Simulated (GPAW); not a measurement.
## Tellurium (P3_121, 3 atoms a cell): one start, several treatments of the self-energy

How much does the gap of Tellurium (P3_121, 3 atoms a cell) depend on the approximation to the self-energy?

Method: PBE and many-body steps on it, plane waves, in GPAW 26.7.0.

Report form: the programs' logs are mostly left out.

The database entry behind the starting cell differs from later determinations by our own check (inner coordinate of an old entry), so it need not match the best structure at ambient conditions.

**1. The structure**

Symmetry: P3_121, No. 152, trigonal system. Conventional cell: a = 4.454 Å, b = 4.454 Å, c = 5.924 Å, α = 90.00°, β = 90.00°, γ = 120.00°. Nearest to Te lie 2 Te at 2.86 Å.

Structure file:

```cif
data_structure
_symmetry_space_group_name_H-M 'P3_121'
_symmetry_Int_Tables_number 152
_cell_length_a 4.4540
_cell_length_b 4.4540
_cell_length_c 5.9240
_cell_angle_alpha 90.000
_cell_angle_beta 90.000
_cell_angle_gamma 120.000
_cell_volume 101.78
loop_
_atom_site_label
_atom_site_type_symbol
_atom_site_symmetry_multiplicity
_atom_site_Wyckoff_symbol
_atom_site_fract_x
_atom_site_fract_y
_atom_site_fract_z
_atom_site_occupancy
Te1 Te 3 a 0.26900 0.00000 0.33333 1
```

The cell and positions come from the Crystallography Open Database and are kept as given unless a step says otherwise. Spin-orbit coupling is left out unless a step names it.

**2. Empty states on the mesh, 3×3×4 mesh, 131 bands**

This step: GPAW 26.7.0; DFT, PBE, plane waves, PAW.

The sums over transitions need many empty states on a uniform mesh; this step solves for them.

File run.py:

```python
import json
import numpy as np
from gpaw.mpi import world
from gpaw import GPAW

calc = GPAW('gs.gpw').fixed_density(kpts={'size': (3, 3, 4), 'gamma': True},
    nbands=152,
    convergence={'bands': 131},
    txt='nscf.txt')
calc.write('full.gpw', mode='all')
res = {}
kpts = calc.get_ibz_k_points()
res['kpts'] = kpts
res['eigenvalues'] = [calc.get_eigenvalues(kpt=k) for k in range(len(kpts))]
res['n_electrons'] = calc.get_number_of_electrons()

if world.rank == 0:
    with open('result.json', 'w') as f:
        json.dump(res, f, default=lambda x: x.tolist())
```

The run is started by

```bash
$ mpirun -n 4 gpaw python run.py
```

Run time: 22 s. Hardware: 4 MPI ranks of Intel Xeon 6975P-C (Granite Rapids), shared host; peak memory 0.82 GiB; 87 s of CPU time.

Numbers from this step:

- gap: 0.1680 eV
- k of the valence top: 0.3333, 0.3333, 0.5
- k of the conduction bottom: 0.3333, 0.3333, 0.5
- least direct gap: 0.1680 eV
- k points computed: 14
- lowest point of the top converged band, above the valence top: 55.4345 eV

On this mesh the gap is 0.168 eV.

**3. G0W0, Godby-Needs plasmon pole**

Now the one-shot GW correction: screening in the RPA, then the self-energy of the levels asked for.

This step: G0W0 on PBE, plane waves, PAW.

File run.py:

```python
import json
import numpy as np
from gpaw.mpi import world
from gpaw.response.g0w0 import G0W0

gw = G0W0('full.gpw',
    filename='gw',
    kpts=[0, 13],
    bands=(7, 11),
    ecut=65,
    nbands=121,
    integrate_gamma='WS',
    ppa=True)
gw.calculate()
res = {mode: {k: v for k, v in r.items() if k != 'sigma_eskwn'}
       for mode, r in gw.all_results.items()}

if world.rank == 0:
    with open('result.json', 'w') as f:
        json.dump(res, f, default=lambda x: x.tolist())
```

The run is started by

```bash
$ mpirun -n 4 gpaw python run.py
```

Run time: 26 s. Hardware: 4 MPI ranks; peak memory 1.1 GiB; 1.7 min of CPU time.

Numbers from this step:

```yaml
g0w0_gap_on_the_points_computed: 0.3831 eV
least_direct_g0w0_gap_on_the_computed_points: 0.3831 eV
z_at_the_valence_top: 0.7743
z_at_the_conduction_bottom: 0.7769
starting_gap_on_the_mesh: 0.1680 eV
k_of_the_valence_top: 0.3333, 0.3333, 0.5
k_of_the_conduction_bottom: 0.3333, 0.3333, 0.5
```

The gap on the mesh goes from 0.17 eV to 0.38 eV, a correction of +0.22 eV.

**4. G0W0, full frequency, Hilbert transform**

run.py: that of step 3 with these lines changed.

```diff
@@ -12,3 +12,5 @@
     integrate_gamma='WS',
-    ppa=True)
+    frequencies={'type': 'nonlinear', 'domega0': 0.1, 'omega2': 15.0},
+    eta=0.1,
+    nblocksmax=True)
 gw.calculate()
```

The run is started by

```bash
$ mpirun -n 4 gpaw python run.py
```

It took 39 s on 4 MPI ranks; peak memory 1.1 GiB; 2.6 min of CPU time.

Numbers from this step:

- G0W0 gap on the points computed: 0.3953 eV
- least direct G0W0 gap on the computed points: 0.3953 eV
- Z at the valence top: 0.7385
- Z at the conduction bottom: 0.7455
- starting gap on the mesh: 0.1680 eV
- k of the valence top: 0.3333, 0.3333, 0.5
- k of the conduction bottom: 0.3333, 0.3333, 0.5

Against G0W0 in GPAW (3×3×4 mesh, 121 bands, screening to 65 eV, Godby-Needs plasmon pole), the gap moves by +0.012 eV.

**5. G0W0, multipole**

run.py: that of step 4 with these lines changed.

```diff
@@ -12,5 +12,3 @@
     integrate_gamma='WS',
-    frequencies={'type': 'nonlinear', 'domega0': 0.1, 'omega2': 15.0},
-    eta=0.1,
-    nblocksmax=True)
+    mpa={'npoles': 4, 'wrange': [0, 40], 'varpi': 20.0, 'eta0': 0.01, 'eta_rest': 1.0, 'alpha': 1})
 gw.calculate()
```

The run is started by

```bash
$ mpirun -n 4 gpaw python run.py
```

Elapsed: 36 s, on 4 MPI ranks; peak memory 1.1 GiB; 2.4 min of CPU time.

Numbers from this step:

| Quantity | Value |
| --- | --- |
| G0W0 gap on the points computed | 0.3888 eV |
| least direct G0W0 gap on the computed points | 0.3888 eV |
| starting gap on the mesh | 0.1680 eV |
| k of the valence top | 0.3333, 0.3333, 0.5 |
| k of the conduction bottom | 0.3333, 0.3333, 0.5 |

Against G0W0 in GPAW (3×3×4 mesh, 121 bands, screening to 65 eV, Godby-Needs plasmon pole), the gap moves by +0.006 eV.

**6. The runs together**

Times are wall times on 4 MPI ranks of Intel Xeon 6975P-C (Granite Rapids), shared host, good to a factor of about two.

```csv
run,mesh,bands,screening cutoff (eV),DFT gap (eV),gap on the mesh (eV),direct (eV),time
"G0W0, Godby-Needs plasmon pole",3×3×4,121,65,0.168,0.383,0.383,26 s
"G0W0, full frequency, Hilbert transform",3×3×4,121,65,0.168,0.395,0.395,39 s
"G0W0, multipole",3×3×4,121,65,0.168,0.389,0.389,36 s
```

**7. Summary of results**

* G0W0, Godby-Needs plasmon pole: 0.383 eV
* G0W0, full frequency, Hilbert transform: 0.395 eV
* G0W0, multipole: 0.389 eV
* known limits: not at the basis limit; model gap, bands may invert with spin-orbit coupling; no spin-orbit coupling; coarse k mesh

G0W0, full frequency, Hilbert transform: +0.012 eV against G0W0, Godby-Needs plasmon pole. G0W0, multipole: +0.006 eV against G0W0, Godby-Needs plasmon pole. Bands and cutoff are finite, so the gap is not at the basis limit. The miss can reach some tenths of an eV and take either sign; the mesh is an error of its own. These stock PAW sets were not made for GW; the filled d or f shell of Te lies in the frozen core, which bears on start and correction. In the G0W0 runs levels were corrected at 2 k points alone, so a gap called «on the mesh» is the least over those, and an edge elsewhere would be missed. The 3×3×4 mesh is coarse for this cell, which bears on the long-range parts of exchange and screening. With atoms this heavy and so narrow a gap, spin-orbit coupling can invert the bands. These scalar-relativistic gaps are then model values, not to be set against experiment, and a spin-orbit change taken from DFT can't simply be added.

[Paths, hosts, dates, memory and timing lines, banners, echoed tables and standing remarks are left out of the program output.]

[Logs are printed without paths, hosts, clocks, repeated set-up lines and the standing remarks that a program may print on its own settings, such as how far it seeks lower states.]

[Runs of the session that timed out or met a known fault of the program may be left out.]

[Hosts, paths, dates, database ids (printed as entryN), source tags and the programs' standing remarks are cut or masked in the printed files.]
